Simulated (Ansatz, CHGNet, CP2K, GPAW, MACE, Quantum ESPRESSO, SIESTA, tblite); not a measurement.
# Running random packing of S (77 atoms) with SIESTA

Aim: run random packing of S (77 atoms) in SIESTA and see how near its forces come to a plane-wave reference, and at what cost.

Main program and level: SIESTA 5.4.2; the method is named at each step.

**1. The structure**

The cell holds 77 atoms: 77 S. Cell: a = 13.306 Å, b = 13.306 Å, c = 13.306 Å, α = 90.0°, β = 90.0°, γ = 90.0°. 77 atoms (77 S) packed at random in a cube at 1.74 g/cm³ and pushed apart as soft spheres; a start for melting by ab initio MD, not an equilibrated structure. Then every atom was moved at random, 0.02 Å r.m.s. a Cartesian component.

The yardstick, on the same geometry:

```
method                 : Kohn-Sham DFT, PBE, PAW, plane waves (Ansatz 0.2.0); cutoff 420 eV, Γ point, fermi-dirac smearing of 0.05 eV; PAW set soft_2
r.m.s. force component : 0.9647 eV/Å
longest force          : 3.186 eV/Å
pressure               : -10 GPa
SCF cycles             : 11
time                   : 27 s on 4 threads of Arm Neoverse V1, shared host
CPU time               : 1.7 min
```

**2. PBE, DZP, shift 0.01 Ry, mesh 300 Ry**

Method: Kohn-Sham DFT, PBE, PseudoDojo 0.4.1 norm-conserving pseudopotentials (converted to PSML), numerical atomic orbitals (DZP), diagonalisation.

The .psml files are PseudoDojo norm-conserving potentials that we converted to this format, checked against plane waves on the same files for H, C, O, Si, Ge and Ca alone.

Contents of input.fdf:

```
SystemLabel cell
NumberOfAtoms 77
NumberOfSpecies 1
%block ChemicalSpeciesLabel
  1 16 S
%endblock ChemicalSpeciesLabel
LatticeConstant 1.0 Ang
%block LatticeVectors
  13.30610 0.00000 0.00000
  0.00000 13.30610 0.00000
  0.00000 0.00000 13.30610
%endblock LatticeVectors
PAO.BasisSize DZP
PAO.EnergyShift 0.01 Ry
XC.Functional GGA
XC.Authors PBE
MeshCutoff 300 Ry
%block kgrid_Monkhorst_Pack
  1 0 0 0.0
  0 1 0 0.0
  0 0 1 0.0
%endblock kgrid_Monkhorst_Pack
SolutionMethod diagon
OccupationFunction FD
ElectronicTemperature 580 K
SCF.Mixer.Method Pulay
SCF.Mixer.Weight 0.15
SCF.Mixer.History 8
SCF.Mix Hamiltonian
MaxSCFIterations 300
SCF.DM.Tolerance 1e-04
SCF.H.Tolerance 1.0e-3 eV
WriteForces T
Write.HirshfeldPop T
Write.VoronoiPop T
Write.DM F
Write.H F
XML.Write F
AtomicCoordinatesFormat Fractional
%block AtomicCoordinatesAndAtomicSpecies
  0.43982 0.39397 0.89096 1
  0.53790 0.49267 0.25231 1
  0.19635 0.79803 0.42843 1
  0.26206 0.98362 0.97155 1
  0.84685 0.19278 0.89323 1
  0.36233 0.62171 0.31195 1
  0.12031 0.26668 0.64802 1
  0.41533 0.05650 0.28250 1
  0.86034 0.22056 0.42420 1
  0.64552 0.07548 0.65022 1
  0.38564 0.42037 0.07841 1
  0.39404 0.86210 0.27602 1
  0.44903 0.48805 0.52549 1
  0.66577 0.07919 0.15292 1
  0.36347 0.96879 0.54531 1
  0.42947 0.87758 0.03118 1
  0.94395 0.75821 0.94868 1
  0.93346 0.12786 0.61192 1
  0.77736 0.64963 0.88069 1
  0.89604 0.70371 0.65587 1
  0.82657 0.79823 0.22505 1
  0.74465 0.50618 0.70299 1
  0.11557 0.30232 0.44926 1
  0.54346 0.88236 0.66447 1
  0.02056 0.55051 0.15069 1
  0.10963 0.18486 0.12640 1
  0.84985 0.51951 0.23381 1
  0.41808 0.72265 0.69970 1
  0.19579 0.94103 0.28038 1
  0.87798 0.98115 0.16942 1
  0.21885 0.57342 0.52270 1
  0.51961 0.67368 0.12707 1
  0.60986 0.16742 0.48839 1
  0.42551 0.12279 0.90109 1
  0.77359 0.69845 0.38874 1
  0.96667 0.93562 0.87169 1
  0.66074 0.34094 0.78847 1
  0.94429 0.46581 0.99083 1
  0.85808 0.45496 0.44695 1
  0.38088 0.26937 0.71726 1
  0.57930 0.58243 0.90360 1
  0.01786 0.27311 0.95847 1
  0.65682 0.55930 0.45260 1
  0.05972 0.98841 0.67180 1
  0.39594 0.53024 0.71885 1
  0.22505 0.54132 0.13840 1
  0.67381 0.10522 0.83485 1
  0.62478 0.99506 0.40781 1
  0.61069 0.31156 0.31702 1
  0.20559 0.13138 0.80525 1
  0.21784 0.79900 0.72443 1
  0.91984 0.42378 0.65428 1
  0.95573 0.62408 0.45725 1
  0.82004 0.26243 0.21752 1
  0.70305 0.67851 0.09496 1
  0.57519 0.89214 0.20546 1
[... 17 atom lines left out ...]
  0.79553 0.88911 0.49657 1
  0.08227 0.75610 0.21333 1
  0.33586 0.62018 0.93855 1
  0.67415 0.84179 0.96547 1
%endblock AtomicCoordinatesAndAtomicSpecies
```

Launch:

```sh
$ OMP_NUM_THREADS=1 siesta < input.fdf > output.txt
```

The program printed:

```text
Version         : 5.4.2
reinit: System Name:
reinit: System Label: cell
initatom: Reading input for the pseudopotentials and atomic orbitals ----------
Species number:   1 Atomic number:   16 Label: S
Ground state valence configuration (from tables):   3s02  3p04  3d00  4f00
---- Processing specs for species: S
GGA--PBE XC_GGA_X_PBE--XC_GGA_C_PBE pb
S pseudopotential only contains V_ls up to l=2 -- lmxkb reset.
Using PAO.SplitTailNorm
%block ChemicalSpeciesLabel
    1   16 S                       # Species index, atomic number, species label
%endblock ChemicalSpeciesLabel
%block PAO.Basis                 # Define Basis set
S                     2                    # Species label, number of l-shells
 n=3   0   2                         # n, l, Nzeta
   4.449      3.085
   1.000      1.000
 n=3   1   2 P   1                   # n, l, Nzeta, Polarization, NzetaPol
   5.501      3.851
   1.000      1.000
%endblock PAO.Basis
coor:   Atomic-coordinates input format  =     Fractional
siesta: System type = bulk
initatomlists: Number of atoms, orbitals, and projectors:     77  1001  1386
siesta: ******************** Simulation parameters ****************************
Total number of electrons:   462.000000
Total ionic charge:   462.000000
 Kpoints in:            1 . Kpoints trimmed:            1
siesta: k-grid: Number of k-points = 1
siesta: k-points from Monkhorst-Pack grid
siesta: k-cutoff (effective) =     6.653 Ang
siesta: k-point supercell and displacements
siesta: k-grid:     1     0     0      0.000
siesta: k-grid:     0     1     0      0.000
siesta: k-grid:     0     0     1      0.000
                     ====================================
                        Single-point calculation
                     ====================================
outcell: Unit cell vectors (Ang):
       13.306100    0.000000    0.000000
        0.000000   13.306100    0.000000
        0.000000    0.000000   13.306100
outcell: Cell vector modules (Ang)   :   13.306100   13.306100   13.306100
outcell: Cell angles (23,13,12) (deg):     90.0000     90.0000     90.0000
outcell: Cell volume (Ang**3)        :   2355.8756
new_DM -- step:     1
Initializing Density Matrix...
Attempting to read DM from file... Failed...
DM filled with atomic data:
InitMesh: MESH = 144 x 144 x 144 = 2985984
InitMesh: Mesh cutoff (required, used) =   300.000   323.687 Ry
stepf: Fermi-Dirac step function
        iscf     Eharris(eV)        E_KS(eV)     FreeEng(eV)     dDmax    Ef(eV) dHmax(eV)
   scf:    1   -22858.265147   -22893.984412   -22894.657934  0.801659 -4.626153 17.394565
   scf:    2   -21063.954228   -22447.713592   -22448.522547  1.768518 -4.631144 42.014459
   scf:    3   -22576.650799   -22902.221602   -22902.982854  1.622791 -4.702764 20.878214
   scf:    4   -22942.192978   -22971.976593   -22972.785193  0.919768 -4.743671  7.052174
   scf:    5   -22973.565433   -22978.058518   -22978.923500  0.204705 -4.787495  3.715354
   scf:    6   -22977.374505   -22979.838216   -22980.727662  0.124799 -4.822900  3.110903
   scf:    7   -22975.558922   -22979.660940   -22980.587210  0.173856 -4.899878  4.121607
   scf:    8   -22978.304922   -22980.827181   -22981.761709  0.169127 -4.939274  2.077189
   scf:    9   -22976.211031   -22980.371340   -22981.336108  0.298080 -5.005362  5.399403
   scf:   10   -22974.817124   -22980.264243   -22981.216055  0.370346 -5.054703  5.343580
   scf:   11   -22980.298013   -22981.466117   -22982.427846  0.157546 -5.043512  1.724724
   scf:   12   -22981.073634   -22981.743430   -22982.721140  0.063049 -5.099995  1.557786
[...]
scf:   49   -22982.020137   -22982.020145   -22983.000588  0.000109 -5.129262  0.001630
   scf:   50   -22982.020159   -22982.020153   -22983.000587  0.000076 -5.129260  0.002197
   scf:   51   -22982.020136   -22982.020145   -22983.000587  0.000127 -5.129244  0.002302
   scf:   52   -22982.020161   -22982.020154   -22983.000588  0.000085 -5.129262  0.001439
   scf:   53   -22982.020145   -22982.020149   -22983.000588  0.000034 -5.129273  0.000767
SCF Convergence by DM+H criterion
max |DM_out - DM_in|         :     0.0000340293
max |H_out - H_in|      (eV) :     0.0007668397
SCF cycle converged after 53 iterations
Using DM_out to compute the final energy and forces
siesta: E_KS(eV) =           -22982.0201
siesta: E_KS - E_eggbox =    -22982.0201
siesta: Atomic forces (eV/Ang):
     1   -0.349087    0.118467    0.015536
     2    0.708641   -1.101133   -1.198838
     3   -1.207111    1.390246   -0.171874
     4    1.087334    0.460450   -0.290990
     5    0.222523    0.507660   -0.031412
     6    0.058996    0.010206   -0.447994
     7   -0.651763   -0.223683   -1.055029
     8   -0.840426   -1.100398    0.238278
     9    0.160318    0.741961   -0.978770
    10   -0.018446   -0.217120    0.692422
    11   -0.384225   -0.168795   -1.218887
    12    0.009278    2.078006   -0.687883
[...]
73   -1.739891   -0.417932    1.072488
    74   -0.418058   -0.124872   -0.612410
    75    2.358426   -0.042630   -0.840832
    76   -0.005492   -0.801529   -0.039568
    77   -0.174668   -1.011237   -0.714394
----------------------------------------
   Tot   -0.009026    0.011426    0.001962
----------------------------------------
   Max    2.900547
   Res    0.902979    sqrt( Sum f_i^2 / 3N )
----------------------------------------
   Max    2.900547    constrained
Stress tensor Voigt[x,y,z,yz,xz,xy] (kbar):      127.51      125.28      116.13       -4.64        6.02       -5.26
(Free)E + p*V (eV/cell)   -23163.8279
Target enthalpy (eV/cell)   -22983.0006
siesta: Program's energy decomposition (eV):
siesta: Ebs     =     -4775.281659
siesta: Eions   =     41602.156395
siesta: Ena     =     13734.209078
siesta: Ekin    =      7707.084837
siesta: Enl     =      3139.206854
siesta: DEna    =       428.156846
siesta: DUscf   =        13.702133
siesta: Ex      =     -5839.335572
siesta: Ec      =      -562.887930
siesta: Exc     =     -6402.223503
siesta: Eharris =    -22982.020145
siesta: Etot    =    -22982.020149
siesta: FreeEng =    -22983.000588
siesta: Final energy (eV):
siesta:  Band Struct. =   -4775.281659
siesta:       Kinetic =    7707.084837
siesta:       Hartree =    4309.042225
siesta:         Exch. =   -5839.335572
siesta:         Corr. =    -562.887930
siesta:   Exch.-corr. =   -6402.223503
siesta:  Ion-electron =  -15069.564131
siesta:       Ion-ion =  -13526.359578
siesta:         Total =  -22982.020149
siesta:         Fermi =      -5.129273
siesta: Stress tensor (static) (eV/Ang**3):
siesta:     0.079587   -0.003285    0.003760
siesta:    -0.003285    0.078197   -0.002899
siesta:     0.003760   -0.002899    0.072484
siesta: Cell volume =       2355.875572 Ang**3
siesta: Pressure (static):
siesta:                Solid            Molecule  Units
siesta:          -0.00083598         -0.00082341  Ry/Bohr**3
siesta:          -0.07675587         -0.07560226  eV/Ang**3
siesta:        -122.97646477       -121.12817785  kBar
    Orbital volume contribution        =          30.279429 eV
    (Free)E + p_basis*V_orbitals       =      -22952.721160 eV
    (Free)Eharris+ p_basis*V_orbitals  =      -22952.721155 eV
Hirshfeld Atomic Populations:
Atom #   charge [q] valence [e]  Species
     1     0.031581    5.968419  S
     2     0.029672    5.970328  S
     3     0.035691    5.964309  S
     4    -0.034313    6.034313  S
     5    -0.075758    6.075758  S
     6    -0.072966    6.072966  S
     7    -0.023064    6.023064  S
     8     0.002358    5.997642  S
     9    -0.045745    6.045745  S
    10     0.018054    5.981946  S
    11     0.017218    5.982782  S
    12     0.059463    5.940537  S
[...]
--------------------
 Total    -0.000054
Voronoi Atomic Populations:
Atom #   charge [q] valence [e]  Species
[...]
73     0.027007    5.972993  S
    74    -0.041938    6.041938  S
    75    -0.027155    6.027155  S
    76    -0.066708    6.066708  S
    77     0.016238    5.983762  S
--------------------
 Total    -0.000055
```

Wall time 6.3 min (1 thread of Arm Neoverse V1, shared host); peak memory 1 GiB.

Banners, paths, timers and routine set-up lines are dropped from the logs unmarked, and long logs keep their key lines alone; longer cuts are marked.

Numbers from this run, and their distance from the reference:

* r.m.s. force component: 0.903 eV/Å
* r.m.s. difference of force components: 95.64 meV/Å
* longest difference of force vectors: 371 meV/Å
* force difference over r.m.s. force: 9.914 %
* slope of forces against the reference's: 0.9331
* correlation of force components: 0.9969
* pressure: -12.3 GPa
* pressure difference: -2.297 GPa

Local excerpt of 10 atoms (numbers count through the whole input) about S66, which bears the longest force; x, y, z are measured from there.

| atom | x | y | z | distance (Å) | Hirshfeld charge (e) | Fx | Fy | Fz (eV/Å) |
| --- | --- | --- | --- | --- | --- | --- | --- | --- |
| S66 | 0.00 | 0.00 | 0.00 | 0.00 | -0.01 | -0.69 | 2.90 | -0.48 |
| S72 | -1.26 | 2.14 | -0.62 | 2.56 | 0.01 | 1.51 | -1.32 | 0.38 |
| S76 | 1.91 | 2.21 | 1.23 | 3.17 | -0.06 | -0.01 | -0.80 | -0.04 |
| S69 | 0.57 | -2.65 | 1.89 | 3.30 | 0.02 | -0.58 | -0.53 | 0.52 |
| S45 | 2.71 | 1.01 | -1.69 | 3.35 | 0.04 | 0.52 | 0.52 | -1.27 |
| S1 | 3.29 | -0.80 | 0.60 | 3.44 | 0.03 | -0.35 | 0.12 | 0.02 |
| S42 | -2.32 | -2.41 | 1.49 | 3.66 | 0.05 | -1.75 | 0.29 | 0.39 |
| S7 | -0.96 | -2.49 | -2.64 | 3.75 | -0.02 | -0.65 | -0.22 | -1.06 |
| S38 | -3.30 | 0.16 | 1.93 | 3.82 | -0.06 | 0.92 | -0.65 | 0.63 |
| S40 | 2.51 | -2.46 | -1.71 | 3.91 | -0.06 | -0.08 | 0.04 | 1.42 |

Forces lie 9.9 % from the reference's, at 3.8 times its CPU time (on 1 against 4 cores).

**3. PBE, DZ, shift 0.01 Ry, mesh 300 Ry**

Method: Kohn-Sham DFT, PBE, PseudoDojo 0.4.1 norm-conserving pseudopotentials (converted to PSML), numerical atomic orbitals (DZ), diagonalisation.

Changes to input.fdf since step 2:

```diff
@@ -12,3 +12,3 @@
 %endblock LatticeVectors
-PAO.BasisSize DZP
+PAO.BasisSize DZ
 PAO.EnergyShift 0.01 Ry
```

The program printed:

```text
Version         : 5.4.2
reinit: System Name:
reinit: System Label: cell
initatom: Reading input for the pseudopotentials and atomic orbitals ----------
Species number:   1 Atomic number:   16 Label: S
Ground state valence configuration (from tables):   3s02  3p04  3d00  4f00
---- Processing specs for species: S
GGA--PBE XC_GGA_X_PBE--XC_GGA_C_PBE pb
Using PAO.SplitTailNorm
[... lines left out ...]
        iscf     Eharris(eV)        E_KS(eV)     FreeEng(eV)     dDmax    Ef(eV) dHmax(eV)
[... lines left out ...]
SCF Convergence by DM+H criterion
[... lines left out ...]
SCF cycle converged after 66 iterations
[... lines left out ...]
   Max    2.384247
[... lines left out ...]
   Max    2.384247    constrained
Stress tensor Voigt[x,y,z,yz,xz,xy] (kbar):       94.43       92.49       83.63       -3.86        6.35       -5.60
[... lines left out ...]
siesta: FreeEng =    -22958.411698
[... lines left out ...]
siesta:         Fermi =      -5.029128
[... lines left out ...]
siesta:    -0.003495    0.057728   -0.002410
siesta:     0.003961   -0.002410    0.052195
siesta: Cell volume =       2355.875572 Ang**3
siesta: Pressure (static):
siesta:                Solid            Molecule  Units
siesta:          -0.00061305         -0.00057846  Ry/Bohr**3
siesta:          -0.05628798         -0.05311175  eV/Ang**3
siesta:         -90.18329391        -85.09441183  kBar
    Orbital volume contribution        =          20.345145 eV
    (Free)E + p_basis*V_orbitals       =      -22938.066553 eV
    (Free)Eharris+ p_basis*V_orbitals  =      -22938.066560 eV
Hirshfeld Atomic Populations:
Atom #   charge [q] valence [e]  Species
     1     0.039145    5.960855  S
     2     0.033369    5.966631  S
     3     0.037612    5.962388  S
[...]
--------------------
 Total    -0.000035
Voronoi Atomic Populations:
Atom #   charge [q] valence [e]  Species
[...]
76    -0.068681    6.068681  S
    77     0.003201    5.996799  S
--------------------
 Total    -0.000036
```

Elapsed: 4.7 min, on 1 thread; peak memory 0.71 GiB.

Against the reference:

```
r.m.s. force component                  : 0.7103 eV/Å
r.m.s. difference of force components   : 427.3 meV/Å
longest difference of force vectors     : 1552 meV/Å
force difference over r.m.s. force      : 44.29 %
slope of forces against the reference's : 0.6729
correlation of force components         : 0.914
pressure                                : -9.018 GPa
pressure difference                     : 0.9823 GPa
```

This is a coarse setting, run to see what it loses.

Against the first run (9.9 %), the force difference from the reference is 44 %, at 0.74 times the CPU time, with 616 basis functions against 1001: the smaller basis costs accuracy.

(Continued in part 2 of 2.)

[Also dropped from logs without a mark: logging warnings of Python, and SIESTA's first energy breakdown and zero terms.]

[Logs are printed without paths, hosts, clocks, repeated set-up lines and the standing remarks that a program may print on its own settings, such as how far it seeks lower states.]

[Hosts, paths, dates, database ids (printed as entryN), source tags and the programs' standing remarks are cut or masked in the printed files.]
